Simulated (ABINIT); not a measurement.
# Beyond one shot: MgS (Niningerite), part 2 of 2

Aim: iterate the self-energy on MgS (Niningerite) and follow the gap from cycle to cycle.

ABINIT 10.8.3; LDA and many-body steps on it, plane waves. Known limits of the many-body steps: not at the basis limit; coarse k mesh.

So far. Step 4 (G0W0): The gap on the mesh goes from 2.56 eV to 4.29 eV, a correction of +1.73 eV. Step 5 (evGW0, cycle 1): Against G0W0 in ABINIT (4×4×4 mesh, 50 bands, screening to 130.6 eV, Godby-Needs plasmon pole), the gap moves by +0.428 eV. This first cycle still uses the starting levels and takes the full correction.

### Step 6. evGW0, cycle 2

Level of this step: evGW0 on LDA, plane waves, norm-conserving pseudopotentials (ABINIT).

The corrected levels of the last cycle go back in.

run.abi reads:

```
acell 3*1.0 Angstrom
rprim 
  0.000000000000 2.601650000000 2.601650000000
  2.601650000000 0.000000000000 2.601650000000
  2.601650000000 2.601650000000 0.000000000000
ntypat 2
znucl 12 16
natom 2
typat 1 2
xred 
  0.000000000000 0.000000000000 0.000000000000
  0.500000000000 0.500000000000 0.500000000000
pp_dirpath "pseudos"
pseudos "Mg.upf, S.upf"
ecut 38
ngkpt 4 4 4
nshiftk 1
shiftk 0 0 0
kptopt 1
chksymbreak 0
istwfk *1
occopt 1
irdwfk 1
optdriver 4
nband 50
gwcalctyp 10
ecutsigx 38
symsigma 1
nkptgw 8
kptgw 
  0.0000000000 0.0000000000 0.0000000000
  0.2500000000 0.0000000000 0.0000000000
  0.5000000000 0.0000000000 0.0000000000
  0.2500000000 0.2500000000 0.0000000000
  0.5000000000 0.2500000000 0.0000000000
  -0.2500000000 0.2500000000 0.0000000000
  0.5000000000 0.5000000000 0.0000000000
  -0.2500000000 0.5000000000 0.2500000000
bdgw 
  1 22
  1 22
  1 22
  1 22
  1 22
  1 22
  1 22
  1 22
ecuteps 4.8
irdscr 1
ppmodel 1
irdqps 1
indata_prefix "in"
outdata_prefix "out"
tmpdata_prefix "tmp"
```

Run with:

```bash
OMP_NUM_THREADS=1 mpirun -n 4 abinit run.abi > log
```

Numbers of over 12 decimals in the logs are rounded to 6 here.

The log of the run:

```text
.Version 10.8.3 of ABINIT. v10.8.2 released Aug 2026.

 Symmetries : space group Fm -3 m (#225); Bravais cF (face-center cubic)
[... echo of the input left out ...]
== DATASET  1 ==================================================================
-   mpi_nproc: 4, omp_nthreads: 1 (-1 if OMP is not activated)

--- !DatasetInfo
iteration_state: {dtset: 1, }
dimensions: {natom: 2, nkpt: 8, mband: 50, nsppol: 1, nspinor: 1, nspden: 1, mpw: 2698, }
cutoff_energies: {ecut:  38.0, pawecutdg:  -1.0, }
[...]
.  kptgw no:  3; Maximum DeltaE = (  -0.814   0.703) for band index:  1
[...]
.  kptgw no:  7; Maximum DeltaE = (  -0.848   0.739) for band index:  1
.  kptgw no:  8; Maximum DeltaE = (  -0.833   0.680) for band index:  1

== END DATASET(S) ==============================================================
================================================================================

 -outvars: echo values of variables after computation  --------
           etotal      0.0000000000E+00
            nband          50
             nkpt           8
          spgroup         225
 [... the other variables as echoed above ...]

 Calculation completed.
```

It took 58 s on 4 MPI ranks of Intel Xeon Platinum 8259CL at 2.50GHz (Skylake/Cascade Lake), shared host; peak memory 1.3 GiB.

This step gave:

```yaml
quasiparticle_gap_on_the_mesh: 4.507 eV
gap_of_the_density_functional_on_the_mesh: 2.559 eV
k_of_the_valence_top: 0, 0, 0
k_of_the_conduction_bottom: 0.5, 0.5, 0
least_direct_quasiparticle_gap_on_the_computed_points: 5.336 eV
```

Against the cycle before, the gap moves by −0.211 eV.

### Step 7. evGW0, cycle 3

run.abi is that of step 6.

The log of the run:

```text
.Version 10.8.3 of ABINIT. v10.8.2 released Aug 2026.

 Symmetries : space group Fm -3 m (#225); Bravais cF (face-center cubic)
[... echo of the input left out ...]
== DATASET  1 ==================================================================
-   mpi_nproc: 4, omp_nthreads: 1 (-1 if OMP is not activated)

--- !DatasetInfo
iteration_state: {dtset: 1, }
dimensions: {natom: 2, nkpt: 8, mband: 50, nsppol: 1, nspinor: 1, nspden: 1, mpw: 2698, }
cutoff_energies: {ecut:  38.0, pawecutdg:  -1.0, }
[...]
.  kptgw no:  3; Maximum DeltaE = (  -0.253   0.023) for band index:  1
[...]
.  kptgw no:  7; Maximum DeltaE = (  -0.484   0.016) for band index: 22
.  kptgw no:  8; Maximum DeltaE = (  -0.252  -0.043) for band index: 21

== END DATASET(S) ==============================================================
================================================================================

 -outvars: echo values of variables after computation  --------
           etotal      0.0000000000E+00
            nband          50
             nkpt           8
          spgroup         225
 [... the other variables as echoed above ...]

 Calculation completed.
```

Elapsed: 58 s, on 4 MPI ranks; peak memory 1.3 GiB.

Numbers from this step:

* quasiparticle gap on the mesh: 4.532 eV
* gap of the density functional on the mesh: 2.559 eV
* k of the valence top: 0, 0, 0
* k of the conduction bottom: 0.5, 0.5, 0
* least direct quasiparticle gap on the computed points: 5.356 eV

Against the cycle before, the gap moves by +0.025 eV.

### Step 8. evGW0, cycle 4

run.abi is that of step 7.

The log of the run:

```text
.Version 10.8.3 of ABINIT. v10.8.2 released Aug 2026.

 Symmetries : space group Fm -3 m (#225); Bravais cF (face-center cubic)
[... echo of the input left out ...]
== DATASET  1 ==================================================================
-   mpi_nproc: 4, omp_nthreads: 1 (-1 if OMP is not activated)

--- !DatasetInfo
iteration_state: {dtset: 1, }
dimensions: {natom: 2, nkpt: 8, mband: 50, nsppol: 1, nspinor: 1, nspden: 1, mpw: 2698, }
cutoff_energies: {ecut:  38.0, pawecutdg:  -1.0, }
[...]
.  kptgw no:  3; Maximum DeltaE = (  -0.726   0.717) for band index:  1
[...]
.  kptgw no:  7; Maximum DeltaE = (   0.806   0.022) for band index: 21
.  kptgw no:  8; Maximum DeltaE = (  -0.282   1.171) for band index:  1

== END DATASET(S) ==============================================================
================================================================================

 -outvars: echo values of variables after computation  --------
           etotal      0.0000000000E+00
            nband          50
             nkpt           8
          spgroup         225
 [... the other variables as echoed above ...]

 Calculation completed.
```

Run time: 58 s. Hardware: 4 MPI ranks; peak memory 1.3 GiB.

This step gave:

```
quasiparticle gap on the mesh                         : 4.527 eV
gap of the density functional on the mesh             : 2.559 eV
k of the valence top                                  : 0, 0, 0
k of the conduction bottom                            : 0.5, 0.5, 0
least direct quasiparticle gap on the computed points : 5.353 eV
```

Against the cycle before, the gap moves by −0.005 eV.

### Step 9. Side by side

Times are wall times on 4 MPI ranks of Intel Xeon Platinum 8259CL at 2.50GHz (Skylake/Cascade Lake), shared host, good to a factor of about two. A run's time includes the screening step that it read.

```csv
run,mesh,bands,screening cutoff (eV),DFT gap (eV),gap on the mesh (eV),direct (eV),ε∞ used,time
G0W0,4×4×4,50,130.6,2.559,4.290,5.110,6.56,12 s
"evGW0, cycle 1",4×4×4,50,130.6,2.559,4.718,5.527,6.56,64 s
"evGW0, cycle 2",4×4×4,50,130.6,2.559,4.507,5.336,6.56,65 s
"evGW0, cycle 3",4×4×4,50,130.6,2.559,4.532,5.356,6.56,65 s
"evGW0, cycle 4",4×4×4,50,130.6,2.559,4.527,5.353,6.56,65 s
```

### Step 10. Outcome

```json
{"G0W0": "4.290 eV", "evGW0, cycle 1": "4.718 eV", "evGW0, cycle 2": "4.507 eV", "evGW0, cycle 3": "4.532 eV", "evGW0, cycle 4": "4.527 eV", "known limits": "not at the basis limit; coarse k mesh"}
```

What this shows: Only the bands that the input lists are updated; the others, empty or deep, keep the functional's energies or take a rigid shift. evGW0 ends at 4.53 eV, +0.24 eV from G0W0, after 4 cycles that took 3.9 min beside the first screening; the last moved the gap by 0.005 eV. The first cycle of evGW0 takes the full correction, without the factor Z, so it overshoots the one-shot value. Bands and cutoff are finite, so the gap is not at the basis limit. The miss can reach some tenths of an eV and take either sign; the mesh is an error of its own. The 4×4×4 mesh is coarse for this cell, which bears on the long-range parts of exchange and screening.

[Paths, hosts, dates, memory and timing lines, banners, echoed tables and standing remarks are left out of the program output.]

[Logs are printed without paths, hosts, clocks, repeated set-up lines and the standing remarks that a program may print on its own settings, such as how far it seeks lower states.]

[Runs of the session that timed out or met a known fault of the program may be left out.]

[Hosts, paths, dates, database ids (printed as entryN), source tags and the programs' standing remarks are cut or masked in the printed files.]

[G0W0 gaps are taken among the corrected bands and points alone; a level outside them can change the order at an edge.]

[Where Ansatz stands beside ABINIT at settings called matched, ABINIT's density can come from a denser mesh and the files from another edition; pairs whose starting gaps differed by over 0.03 eV were left out, so agreement reads better than it is.]
